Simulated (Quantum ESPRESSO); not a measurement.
# KCrF3: which magnetic order is lowest, part 2 of 2

Aim: find out which collinear order of KCrF3 costs least.

Quantum ESPRESSO 7.5; LDA with U = 3.5 eV on Cr d (ortho-atomic projectors); plane waves with GBRV 1.5 LDA potentials, no spin-orbit coupling.

So far, absolute magnetization (μB): step 2 (run 1, typed as ferro ++) 8.09.

### Step 3. Run 2 (antiferro +−)

Input file pw.in:

```
&CONTROL
  calculation = 'scf'
  prefix = 'pwscf'
  outdir = './tmp'
  pseudo_dir = './pseudo'
  disk_io = 'nowf'
/
&SYSTEM
  ibrav = 0
  nat = 10
  ntyp = 4
  ecutwfc = 40
  ecutrho = 280
  nbnd = 58
  occupations = 'smearing'
  smearing = 'fd'
  degauss = 0.00367493
  nspin = 2
  starting_magnetization(1) = 0
  starting_magnetization(2) = 0.2143
  starting_magnetization(3) = -0.2143
  starting_magnetization(4) = 0
/
&ELECTRONS
  conv_thr = 2d-08
  electron_maxstep = 150
  mixing_beta = 0.3
/
ATOMIC_SPECIES
K      39.0983 k_lda_v1.4.uspp.F.UPF
Cr1    51.9961 cr_lda_v1.5.uspp.F.UPF
Cr2    51.9961 cr_lda_v1.5.uspp.F.UPF
F      18.9984 f_lda_v1.4.uspp.F.UPF
CELL_PARAMETERS angstrom
   3.9882640563   -4.2877350000    0.0000000000
   3.9882640563    4.2877350000    0.0000000000
  -3.9818678579    0.0000000000    4.2534572266
ATOMIC_POSITIONS crystal
K       0.2516000000    0.7484000000    0.0000000000
K       0.7484000000    0.2516000000    0.0000000000
Cr1     0.0000000000    0.0000000000    0.5000000000
Cr2     0.5000000000    0.5000000000    0.5000000000
F       0.7980000000    0.7980000000    0.0370000000
F       0.2020000000    0.2020000000    0.9630000000
F       0.7305000000    0.2695000000    0.5000000000
F       0.2695000000    0.7305000000    0.5000000000
F       0.2800000000    0.2800000000    0.5580000000
F       0.7200000000    0.7200000000    0.4420000000
K_POINTS automatic
6 6 6 0 0 0
HUBBARD {ortho-atomic}
U Cr1-3d 3.5000
U Cr2-3d 3.5000
```

Run with:

```bash
OMP_NUM_THREADS=1 mpirun -n 4 pw.x -nk 4 -in pw.in > pw.out
```

Output:

```text
[banner, memory and clock lines left out]
Program PWSCF v.7.5 starts

     Message from routine setup:
     using ibrav=0 with symmetry is DISCOURAGED, use correct ibrav instead

     bravais-lattice index     =            0
     lattice parameter (alat)  =      11.0659  a.u.
     unit-cell volume          =     981.7039 (a.u.)^3
     number of atoms/cell      =           10
     number of atomic types    =            4
     number of electrons       =        88.00
     number of Kohn-Sham states=           58
     kinetic-energy cutoff     =      40.0000  Ry
     charge density cutoff     =     280.0000  Ry
     scf convergence threshold =      2.0E-08
     mixing beta               =       0.3000
     number of iterations used =            8  plain     mixing
     Exchange-correlation=  SLA  PZ   NOGX NOGC
                           (   1   1   0   0   0   0   0)
     Hubbard projectors: ortho-atomic
     Hubbard parameters of DFT+U (Dudarev formulation) in eV:
     U(Cr1-3d) =  3.5000
     U(Cr2-3d) =  3.5000

     Internal variables: lda_plus_u =T, lda_plus_u_kind = 0

     Internal variables: orbital_resolved =F, hub_pot_fix =F, apply_U = F

     celldm(1)=  11.065943  celldm(2)=   0.000000  celldm(3)=   0.000000
     celldm(4)=   0.000000  celldm(5)=   0.000000  celldm(6)=   0.000000

     crystal axes: (cart. coord. in units of alat)
               a(1) = (   0.681074  -0.732215   0.000000 )
               a(2) = (   0.681074   0.732215   0.000000 )
               a(3) = (  -0.679982   0.000000   0.726361 )

     reciprocal axes: (cart. coord. in units 2 pi/alat)
               b(1) = (  0.734135 -0.682860  0.687259 )
               b(2) = (  0.734135  0.682860  0.687259 )
               b(3) = ( -0.000000  0.000000  1.376726 )

     PseudoPot. # 1 for K  read from file:
     k_lda_v1.4.uspp.F.UPF
     Pseudo is Ultrasoft + core correction, Zval =  9.0

     PseudoPot. # 2 for Cr read from file:
     cr_lda_v1.5.uspp.F.UPF
     Pseudo is Ultrasoft + core correction, Zval = 14.0

     PseudoPot. # 3 for Cr read from file:
     cr_lda_v1.5.uspp.F.UPF
     Pseudo is Ultrasoft + core correction, Zval = 14.0

     PseudoPot. # 4 for F  read from file:
     f_lda_v1.4.uspp.F.UPF
     Pseudo is Ultrasoft, Zval =  7.0

     atomic species   valence    mass     pseudopotential
     K                 9.00    39.09830     K ( 1.00)
     Cr1              14.00    51.99610     Cr( 1.00)
     Cr2              14.00    51.99610     Cr( 1.00)
     F                 7.00    18.99840     F ( 1.00)

     Starting magnetic structure
     atomic species   magnetization
     K               0.000
     Cr1             0.214
     Cr2            -0.214
     F               0.000

      4 Sym. Ops., with inversion, found

   Cartesian axes

     site n.     atom                  positions (alat units)
         1        K      tau(   1) = (   0.6810740   0.3637642   0.0000000  )
         2        K      tau(   2) = (   0.6810740  -0.3637642   0.0000000  )
         3        Cr1    tau(   3) = (  -0.3399909   0.0000000   0.3631805  )
         4        Cr2    tau(   4) = (   0.3410832   0.0000000   0.3631805  )
         5        F      tau(   5) = (   1.0618348  -0.0000000   0.0268754  )
         6        F      tau(   6) = (  -0.3796685   0.0000000   0.6994856  )
         7        F      tau(   7) = (   0.3410832  -0.3375509   0.3631805  )
         8        F      tau(   8) = (   0.3410832   0.3375509   0.3631805  )
         9        F      tau(   9) = (   0.0019716   0.0000000   0.4053094  )
        10        F      tau(  10) = (   0.6801947   0.0000000   0.3210515  )

     number of k points=    68  Fermi-Dirac smearing, width (Ry)=  0.0037
                       cart. coord. in units 2pi/alat
        k(    1) = (   0.0000000   0.0000000   0.0000000), wk =   0.0046296
        k(    2) = (   0.0000000   0.0000000   0.2294543), wk =   0.0092593
        k(    3) = (   0.0000000   0.0000000   0.4589087), wk =   0.0092593
        k(    4) = (   0.0000000   0.0000000  -0.6883630), wk =   0.0046296
        k(    5) = (   0.1223558   0.1138100   0.1145432), wk =   0.0185185
        [... 63 further k-points ...]

     Dense  grid:    77649 G-vectors     FFT dimensions: (  60,  60,  60)

     Smooth grid:    33571 G-vectors     FFT dimensions: (  45,  45,  45)

     Check: negative core charge=   -0.000004
     Generating pointlists ...
     new r_m :   0.1964 (alat units)  2.1732 (a.u.) for type    1
     new r_m :   0.1397 (alat units)  1.5458 (a.u.) for type    2
     new r_m :   0.1392 (alat units)  1.5408 (a.u.) for type    3
     new r_m :   0.1392 (alat units)  1.5408 (a.u.) for type    4

     Initial potential from superposition of free atoms

     starting charge      84.9944, renormalised to      88.0000

     negative rho (up, down):  1.106E-03 1.106E-03

     STARTING HUBBARD OCCUPATIONS:

     =================== HUBBARD OCCUPATIONS ===================
     ------------------------ ATOM    3 ------------------------
     Tr[ns(  3)] (up, down, total) =   3.40000  0.00000  3.40000
     Atomic magnetic moment for atom   3 =   3.40000
     [... lines left out ...]
     ------------------------ ATOM    4 ------------------------
     Tr[ns(  4)] (up, down, total) =   0.00000  3.40000  3.40000
     Atomic magnetic moment for atom   4 =  -3.40000
     [... lines left out ...]
     Number of occupied Hubbard levels =    6.8000

     Atomic wfc used for Hubbard projectors are orthogonalized

     Starting wfcs are   60 randomized atomic wfcs

     Self-consistent Calculation

     iteration #  1     ecut=    40.00 Ry     beta= 0.30
     Davidson diagonalization with overlap
     ethr =  1.00E-02,  avg # of iterations =  6.8

     =================== HUBBARD OCCUPATIONS ===================
     ------------------------ ATOM    3 ------------------------
     Tr[ns(  3)] (up, down, total) =   4.05792  0.23457  4.29249
     Atomic magnetic moment for atom   3 =   3.82335
     [... lines left out ...]
     ------------------------ ATOM    4 ------------------------
     Tr[ns(  4)] (up, down, total) =   0.24072  4.05950  4.30021
     Atomic magnetic moment for atom   4 =  -3.81878
     [... lines left out ...]
     Number of occupied Hubbard levels =    8.5927

     Threshold (ethr) on eigenvalues was too large:
     Diagonalizing with lowered threshold

     Davidson diagonalization with overlap
     ethr =  4.90E-04,  avg # of iterations =  2.0

     negative rho (up, down):  1.017E-03 1.016E-03

     total energy              =    -756.87370933 Ry
     estimated scf accuracy    <       0.45022139 Ry

     total magnetization       =     0.00 Bohr mag/cell
     absolute magnetization    =     7.87 Bohr mag/cell

     iteration #  2     ecut=    40.00 Ry     beta= 0.30
     Davidson diagonalization with overlap
     ethr =  5.12E-04,  avg # of iterations =  2.1

     negative rho (up, down):  1.254E-03 1.254E-03

     total energy              =    -756.88642200 Ry
     estimated scf accuracy    <       0.13813967 Ry

     total magnetization       =     0.00 Bohr mag/cell
     absolute magnetization    =     7.81 Bohr mag/cell

     [... further iterations left out ...]

     iteration # 11     ecut=    40.00 Ry     beta= 0.30
     Davidson diagonalization with overlap
     ethr =  2.20E-10,  avg # of iterations =  4.0

     negative rho (up, down):  3.872E-03 3.883E-03

     total energy              =    -756.90625120 Ry
     estimated scf accuracy    <       0.00000005 Ry

     total magnetization       =     0.00 Bohr mag/cell
     absolute magnetization    =     7.90 Bohr mag/cell

     iteration # 12     ecut=    40.00 Ry     beta= 0.30
     Davidson diagonalization with overlap
     ethr =  5.48E-11,  avg # of iterations =  2.0

     negative rho (up, down):  3.873E-03 3.884E-03

     Magnetic moment per site  (integrated on atomic sphere of radius R)
     atom   1 (R=0.196)  charge=  7.5454  magn= -0.0000
     atom   2 (R=0.196)  charge=  7.5454  magn= -0.0000
     atom   3 (R=0.140)  charge= 11.0106  magn=  3.0875
     atom   4 (R=0.139)  charge= 10.9993  magn= -3.0790
     atom   5 (R=0.139)  charge=  6.4420  magn= -0.0133
     atom   6 (R=0.139)  charge=  6.4420  magn= -0.0133
     atom   7 (R=0.139)  charge=  6.4415  magn=  0.0119
     atom   8 (R=0.139)  charge=  6.4415  magn=  0.0119
     atom   9 (R=0.139)  charge=  6.4628  magn= -0.0010
     atom  10 (R=0.139)  charge=  6.4628  magn= -0.0010

     End of self-consistent calculation

     =================== HUBBARD OCCUPATIONS ===================
     ------------------------ ATOM    3 ------------------------
     Tr[ns(  3)] (up, down, total) =   4.09122  0.24430  4.33551
     Atomic magnetic moment for atom   3 =   3.84692
     [... lines left out ...]
     ------------------------ ATOM    4 ------------------------
     Tr[ns(  4)] (up, down, total) =   0.24885  4.09105  4.33990
     Atomic magnetic moment for atom   4 =  -3.84221
     [... lines left out ...]
     Number of occupied Hubbard levels =    8.6754

     Number of k-points >= 100: set verbosity='high' to print the bands.

     the Fermi energy is     7.7047 ev

!    total energy              =    -756.90625122 Ry
     estimated scf accuracy    <          5.5E-09 Ry
     smearing contrib. (-TS)   =      -0.00000000 Ry
     internal energy E=F+TS    =    -756.90625122 Ry

     The total energy is F=E-TS. E is the sum of the following terms:
     one-electron contribution =    -420.42409894 Ry
     hartree contribution      =     249.27733263 Ry
     xc contribution           =    -117.64039572 Ry
     ewald contribution        =    -468.22469093 Ry
     Hubbard energy            =       0.10560174 Ry

     total magnetization       =     0.00 Bohr mag/cell
     absolute magnetization    =     7.90 Bohr mag/cell

     convergence has been achieved in  12 iterations
```

Wall time 2.2 min (4 MPI ranks of Intel Xeon 6975P-C (Granite Rapids), shared host); peak memory 1.3 GiB; 9 min of CPU time.

Spin moment in the atom's sphere by atom:

| atom | spin moment in the atom's sphere (μB) |
| --- | --- |
| K1 | 0.00 |
| K2 | 0.00 |
| Cr3 | 3.09 |
| Cr4 | -3.08 |
| F5 | -0.01 |
| F6 | -0.01 |
| F7 | 0.01 |
| F8 | 0.01 |
| F9 | 0.00 |
| F10 | 0.00 |

This step gave:

```yaml
smearing_term_ts: 3.47e-11 eV
magnetization: 0 μB
absolute_magnetization: 7.905 μB
final_state: antiferromagnetic
```

### Step 4. Ranking

An order is kept where moments of 0.15 μB or more survive with the typed signs; meshes match where a doubled cell samples the same k points as the first cell.

Orders:

| start | final state | typed order kept | energy over the lowest (meV a seeded atom) | largest site moment (μB) | net moment (μB a cell of the first run) | mesh matched | CPU time (s) |
| --- | --- | --- | --- | --- | --- | --- | --- |
| ferro ++ | ferromagnetic | yes | 0 | 3.102 | 8 | yes | 590.4 |
| antiferro +- | antiferromagnetic | yes | 21.99 | 3.087 | 0 | yes | 537.5 |

### Step 5. Occupations of the corrected shells in the lowest state

Occupations of the Hubbard shells:

| block | type | shell | spin | electrons | occupation numbers |
| --- | --- | --- | --- | --- | --- |
| 3 | Cr | 3d | up | 4.107 | 0.172 0.962 0.989 0.990 0.993 |
| 3 | Cr | 3d | down | 0.2309 | 0.020 0.025 0.034 0.051 0.101 |
| 4 | Cr | 3d | up | 4.103 | 0.171 0.960 0.989 0.990 0.993 |
| 4 | Cr | 3d | down | 0.237 | 0.021 0.025 0.035 0.052 0.103 |

### Step 6. What came out

```
lowest state found      : ferromagnetic (from ferro ++)
largest site moment     : 3.10 μB
next state with moments : antiferromagnetic, 22.0 meV a seeded atom higher
```

In words: This is the lowest of 2 collinear or spinless starts, no proof of the ground state.

[Logs and program files are shortened in this print: banners, set-up blocks, solver, clock and traceback lines can be left out without a mark of their own.]

[Logs are printed without paths, hosts, clocks, repeated set-up lines and the standing remarks that a program may print on its own settings, such as how far it seeks lower states.]

[Hosts, paths, dates, database ids (printed as entryN), source tags and the programs' standing remarks are cut or masked in the printed files.]

[Where a cell is said to come from a database of computed structures, the database is the Materials Project.]
